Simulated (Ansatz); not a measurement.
# BiSBr (Pnma): band gap by G0W0 on LDA, part 2 of 2

Aim: the quasiparticle gap of BiSBr (Pnma), starting from LDA.

Ansatz 0.2.0; LDA, then G0W0 on it, plane waves, PAW. Known limits of the many-body steps: finite bands, screening cutoff and k mesh; no spin-orbit coupling in G0W0.

So far. Step 2 (Bands along the symmetry lines): Over mesh and path the gap is 1.780 eV, from k = (0.000, 0.167, 0.000) to k = (0.250, 0.000, 0.250). The least direct gap found is 1.860 eV, at k = (0.250, 0.000, 0.250).

## 3. G0W0 on the 2×6×2 mesh

G0W0 replaces the xc potential by a self-energy built once from the orbitals of the start. Levels are corrected in the window of bands that the input names, at points of the mesh.

This step: G0W0 on LDA, plane waves, PAW.

input.yaml

```yaml
crystal:
  lattice:
    - [8.02, 0.0, 0.0]
    - [0.0, 4.01, 0.0]
    - [0.0, 0.0, 9.7]
  atoms:
    - { symbol: Bi, position: [0.141885714, 0.25, 0.8674987725] }
    - { symbol: Bi, position: [0.858114286, 0.75, 0.1325012275] }
    - { symbol: Bi, position: [0.641885714, 0.25, 0.6325012275] }
    - { symbol: Bi, position: [0.358114286, 0.75, 0.3674987725] }
    - { symbol: S, position: [0.8305587158, 0.25, 0.9468519164] }
    - { symbol: S, position: [0.1694412842, 0.75, 0.0531480836] }
    - { symbol: S, position: [0.3305587158, 0.25, 0.5531480836] }
    - { symbol: S, position: [0.6694412842, 0.75, 0.4468519164] }
    - { symbol: Br, position: [0.5142157506, 0.25, 0.174430229] }
    - { symbol: Br, position: [0.4857842494, 0.75, 0.825569771] }
    - { symbol: Br, position: [1.0142157506, 0.25, 0.325569771] }
    - { symbol: Br, position: [-0.0142157506, 0.75, 0.674430229] }
kpoints:
  mp_grid: { grid: [2, 6, 2] }
hamiltonian:
  xc: lda
  pseudopotentials: { kind: paw, source: ansatz }
scf:
  occupations: { method: fixed }
gw:
  n_empty_bands: 708
  ecut_chi: 100.0
  qp_bands: [v4, c4]
  qp_kpoints: band_edges
  screening: { model: contour_deformation }
```

On the command line:

```bash
$ ansatz run input.yaml --threads 16 --pin off --max-ram 82944MiB --backend cuda --events-out ev --progress --plain --runs-dir out --devices 1 --max-vram 78GiB
```

Numbers of over 12 decimals in the logs are rounded to 6 here.

Output:

```text
GPUs: using 1 of 1 available (devices: 1).
[...]
Crystal: 12 atoms, lattice volume = 311.954 Å³
Basis set: ecut = 680 eV, 12575 PW (Γ)
Bands: 111, of which v1, the nominal top of the filled ones, is band 92 counted from 1 (91 counted from 0)
Symmetry: 8 space group operations
[...]
k-points: 16 of 24
[...]
SCF iter   1: F=—  HF=-90726.474263 eV  |F-HF|=—  |Δ(HF+E_count)|=         —  Δρ=7.49e-2  dr2=4.97e1  ethr=3.10e-3  ⟨swp⟩=5.0  Hψ=5666  notcnv=0  defer=250
[...]
SCF iter   9: F=-90715.126858 eV  HF=-90715.126858 eV  |F-HF|=1.86e-9  |Δ(HF+E_count)|=   1.78e-7  Δρ=4.95e-6  dr2=9.00e-8  ethr=5.43e-11  ⟨swp⟩=13.4  Hψ=9911  notcnv=0
SCF 1 converged in 9 iterations: F = -90715.126858 eV  dr2 = 9.00e-8
[...]
NSCF: frozen V_eff on 16 k-points
[...]
SCF converged after 9 iterations
[...]
7    96     10.9139   -10.1652    -3.6550   -14.3746  0.7795    11.4727    11.4684  root
     8    89      7.8941   -18.5532     1.9647   -16.2945  0.7462     7.5986     7.6001  root
     8    90      7.8941   -18.5532     1.9647   -16.2945  0.7462     7.5986     7.6001  root
     8    91      7.9996   -18.5496     2.1913   -16.0449  0.7385     7.6844     7.6861  root
     8    92      7.9996   -18.5496     2.1913   -16.0449  0.7385     7.6844     7.6861  root
     8    93     10.4194   -10.6675    -3.4600   -14.6636  0.7808    10.9594    10.9555  root
     8    94     10.4194   -10.6675    -3.4600   -14.6636  0.7808    10.9594    10.9555  root
     8    95     10.7143    -9.9060    -3.5742   -14.0112  0.7768    11.2493    11.2454  root
     8    96     10.7143    -9.9060    -3.5742   -14.0112  0.7768    11.2493    11.2454  root
     9    89      7.6130   -18.7641     2.0494   -16.4004  0.7450     7.2969     7.2987  root
     9    90      7.6130   -18.7641     2.0494   -16.4004  0.7450     7.2969     7.2987  root
     9    91      7.8411   -18.5889     2.1331   -16.1400  0.7422     7.5235     7.5253  root
     9    92      7.8411   -18.5889     2.1331   -16.1400  0.7422     7.5235     7.5253  root
     9    93      9.9974   -10.1232    -3.3800   -14.0172  0.7870    10.5144    10.5113  root
     9    94      9.9974   -10.1232    -3.3800   -14.0172  0.7870    10.5144    10.5113  root
     9    95     10.9190    -9.7623    -3.6341   -13.9134  0.7765    11.4398    11.4359  root
     9    96     10.9190    -9.7623    -3.6341   -13.9134  0.7765    11.4398    11.4359  root
    10    89      7.6549   -18.6399     2.0676   -16.2536  0.7449     7.3344     7.3363  root
    10    90      7.6549   -18.6399     2.0676   -16.2536  0.7449     7.3344     7.3363  root
    10    91      7.7974   -18.1395     2.0461   -15.8198  0.7388     7.5225     7.5238  root
    10    92      7.7974   -18.1395     2.0461   -15.8198  0.7388     7.5225     7.5238  root
    10    93     10.1257   -10.0084    -3.3954   -13.9263  0.7841    10.6515    10.6482  root
    10    94     10.1257   -10.0084    -3.3954   -13.9263  0.7841    10.6515    10.6482  root
    10    95     10.9871   -10.4112    -3.6327   -14.6103  0.7756    11.5583    11.5534  root
    10    96     10.9871   -10.4112    -3.6327   -14.6103  0.7756    11.5583    11.5534  root
    11    89      7.6915   -18.7661     2.0964   -16.3641  0.7424     7.3841     7.3858  root
    11    90      7.6915   -18.7661     2.0964   -16.3641  0.7424     7.3841     7.3858  root
    11    91      7.8450   -17.9994     1.8060   -15.9648  0.7431     7.6157     7.6165  root
    11    92      7.8450   -17.9994     1.8060   -15.9648  0.7431     7.6157     7.6165  root
    11    93     10.5834   -10.5651    -3.5224   -14.6294  0.7783    11.1293    11.1252  root
    11    94     10.5834   -10.5651    -3.5224   -14.6294  0.7783    11.1293    11.1252  root
    11    95     11.0931   -10.5076    -3.5996   -14.6656  0.7711    11.6564    11.6514  root
    11    96     11.0931   -10.5076    -3.5996   -14.6656  0.7711    11.6564    11.6514  root
    13    89      7.5030   -18.7923     2.3043   -16.1211  0.7401     7.1334     7.1361  root
    13    90      7.5030   -18.7923     2.3043   -16.1211  0.7401     7.1334     7.1361  root
    13    91      7.7814   -18.5422     1.9513   -16.3151  0.7445     7.5042     7.5055  root
    13    92      7.7814   -18.5422     1.9513   -16.3151  0.7445     7.5042     7.5055  root
    13    93     10.8799   -10.2246    -3.6042   -14.3641  0.7745    11.4195    11.4153  root
    13    94     10.8799   -10.2246    -3.6042   -14.3641  0.7745    11.4195    11.4153  root
    13    95     11.4608   -10.8642    -3.7113   -15.1512  0.7648    12.0425    12.0365  root
[...]
14    93     11.2044   -10.2043    -3.7068   -14.4756  0.7733    11.7738    11.7689  root
    14    94     11.2044   -10.2043    -3.7068   -14.4756  0.7733    11.7738    11.7689  root
    14    95     11.2044   -10.2043    -3.7068   -14.4756  0.7733    11.7738    11.7689  root
    14    96     11.2044   -10.2043    -3.7068   -14.4756  0.7733    11.7738    11.7689  root
    15    89      7.4814   -18.7711     2.2701   -16.1434  0.7402     7.1213     7.1238  root
    15    90      7.4814   -18.7711     2.2701   -16.1434  0.7402     7.1213     7.1238  root
    15    91      7.4814   -18.7711     2.2701   -16.1434  0.7402     7.1213     7.1238  root
    15    92      7.4814   -18.7711     2.2701   -16.1434  0.7402     7.1213     7.1238  root
    15    93     11.2053    -9.9611    -3.7181   -14.2314  0.7715    11.7624    11.7574  root
    15    94     11.2053    -9.9611    -3.7181   -14.2314  0.7715    11.7624    11.7574  root
    15    95     11.2053    -9.9611    -3.7181   -14.2314  0.7715    11.7624    11.7574  root
    15    96     11.2053    -9.9611    -3.7181   -14.2314  0.7715    11.7624    11.7574  root
```

Elapsed: 63 s, on 1 × NVIDIA GB200 (shared by 2 runs) with 16 threads of Arm Neoverse V2, shared host; peak memory 6.4 GiB.

This step gave:

- bands summed: 800
- RPA ε∞ on this mesh (eigenvalues): 7.763, 8.712, 10.26
- plane waves in the screening matrix: 729
- q-points in the mesh: 24
- G0W0 gap over the corrected points: 2.521 eV
- k of the valence top: 0, 0.1667, 0
- k of the conduction bottom: 0, 0, 0
- starting gap on the mesh: 1.889 eV
- Z at the valence top: 0.7460
- Z at the conduction bottom: 0.7812
- least direct G0W0 gap over the corrected points: 2.638 eV

Over 15 of 16 irreducible mesh points the G0W0 gap is 2.521 eV, from k = (0.000, 0.167, 0.000) to k = Γ. The LDA gap of this run on the mesh is 1.889 eV. The two states that bound the G0W0 gap lie that far apart at the start, so the correction of the gap is 2.521 − 1.889 = +0.632 eV. The start of this run differs from the step before in mesh (4×6×4 and 2×6×2), files (soft_2 PAW and hard PAW) and plane-wave cutoff (420 eV and 680 eV).

Labels follow the order of the start: v1 is the top filled band, c1 the lowest empty one; levels that stay degenerate share a row, the window can cut a multiplet, doubted levels are not marked in this list, bands outside the window were not corrected, and the list may be a part of the corrected levels. The levels before and after the correction (eV, zero at the valence-band top of each column):

```tsv
	conduction bottom	valence top
Kohn-Sham	1.89	0.00
G0W0	2.52	0.00
```

```tsv
	level	occupation	energy (eV)
Kohn-Sham	Γ v3	2	-0.432
Kohn-Sham	Γ v2	2	-0.415
Kohn-Sham	Γ v1	2	-0.084
Kohn-Sham	Γ c1	0	1.889
Kohn-Sham	Γ c2	0	2.353
Kohn-Sham	Γ c3	0	2.778
Kohn-Sham	(0 0.167 0) v3	2	-0.356
Kohn-Sham	(0 0.167 0) v2	2	-0.347
Kohn-Sham	(0 0.167 0) v1	2	0.000
Kohn-Sham	(0 0.167 0) c1	0	2.494
Kohn-Sham	(0 0.167 0) c2	0	2.839
Kohn-Sham	(0 0.167 0) c3	0	2.918
G0W0	Γ v3	2	-0.479
G0W0	Γ v2	2	-0.529
G0W0	Γ v1	2	-0.117
G0W0	Γ c1	0	2.521
G0W0	Γ c2	0	3.048
G0W0	Γ c3	0	3.489
G0W0	(0 0.167 0) v3	2	-0.473
G0W0	(0 0.167 0) v2	2	-0.438
G0W0	(0 0.167 0) v1	2	0.000
G0W0	(0 0.167 0) c1	0	3.197
G0W0	(0 0.167 0) c2	0	3.579
G0W0	(0 0.167 0) c3	0	3.681
```

The parts of the quasiparticle energy for the two states that bound the G0W0 gap, in eV on the run's own scale (QP = start + Σx + Σc − Vxc, with Σc at the quasiparticle energy):

```tsv
edge	k	band	start	Σx	Σc	Vxc	Z	QP
valence top	(0.000, 0.167, 0.000)	92	8.067	−17.690	1.591	−15.912	0.746	7.881
conduction bottom	Γ	93	9.956	−10.633	−3.126	−14.205	0.781	10.402
```

## 4. Side by side

Each gap is the least one over the points named; times are wall times on shared hosts, not benchmarks. A G0W0 time includes the run's own self-consistent start.

```tsv
level	mesh	files, cutoff	bands summed, screening	points	gap (eV)	valence top	conduction bottom	least direct gap (eV)	time
LDA	4×6×4	soft_2 PAW, 420 eV	-	mesh and path	1.780	(0.000, 0.167, 0.000)	(0.250, 0.000, 0.250)	1.860	2.3 s
G0W0@LDA	2×6×2	hard PAW, 680 eV	800, 100 eV	15 of 16 irreducible mesh points	2.521	(0.000, 0.167, 0.000)	Γ	2.638	63 s
```

## 5. What came out

```json
{
  "LDA gap over mesh and path": "1.780 eV, from k = (0.000, 0.167, 0.000) to k = (0.250, 0.000, 0.250)",
  "G0W0@LDA gap over 15 of 16 irreducible mesh points": "2.521 eV, from k = (0.000, 0.167, 0.000) to k = Γ",
  "GW settings": "2×6×2 mesh, 708 empty bands, screening to 100 eV, hard PAW files",
  "known limits": "finite bands, screening cutoff and k mesh; no spin-orbit coupling in G0W0"
}
```

What this shows: Over 15 of 16 irreducible mesh points the G0W0 gap is 2.521 eV, from k = (0.000, 0.167, 0.000) to k = Γ. The LDA gap of this run on the mesh is 1.889 eV. The two states that bound the G0W0 gap lie that far apart at the start, so the correction of the gap is 2.521 − 1.889 = +0.632 eV. The valence state moves by 7.881 − 8.067 = −0.186 eV and the conduction state by 10.402 − 9.956 = +0.446 eV, on the run's own scale; how far single levels stand from their limit in bands is not shown. Over mesh and path, LDA puts the conduction bottom at k = (0.250, 0.000, 0.250), where no G0W0 correction was computed. The G0W0 gap over the whole zone is therefore not known from this run; at its settings it can only be equal to or under the 2.521 eV found, and no correction is carried over from another point. For the start itself the gap is 1.780 eV over mesh and path and 1.889 eV on the mesh of the G0W0 run, in runs that differ in mesh (4×6×4 and 2×6×2), files (soft_2 PAW and hard PAW) and plane-wave cutoff (420 eV and 680 eV). No second run with other bands and screening cutoff is shown, so the distance to the basis limit is not known. The G0W0 runs are scalar-relativistic; no run with spin-orbit coupling is shown, so its effect in this cell, which holds Bi, is not known. No pair of G0W0 runs that differ in the mesh alone is shown (2×6×2 is a supercell whose nearest images lie 16 Å apart), so the error from the mesh is not known here. G0W0 is shown with one set of atomic data (hard PAW), so the error from the files is not known here.

[Paths, hosts, dates, memory and timing lines, banners, echoed tables and standing remarks are left out of the program output.]

[Logs are printed without paths, hosts, clocks, repeated set-up lines and the standing remarks that a program may print on its own settings, such as how far it seeks lower states.]

[Runs of the session that timed out or met a known fault of the program may be left out.]

[Cells called generated may have been cut or substituted from an entry of the Crystallography Open Database or the Materials Project.]

[Hosts, paths, dates, database ids (printed as entryN), source tags and the programs' standing remarks are cut or masked in the printed files.]

[Where an RPA ε∞ is given, it is that of the G0W0 mesh and is not shown converged in it. Names of k-points follow the symmetry that the program found, which can be lower than the space group named. Band edges on a path are those of the sampled points; other points can move an edge, and change direct to indirect where valleys lie close.]

[Hybrid gaps are those of their k-mesh and are not shown converged in it.]
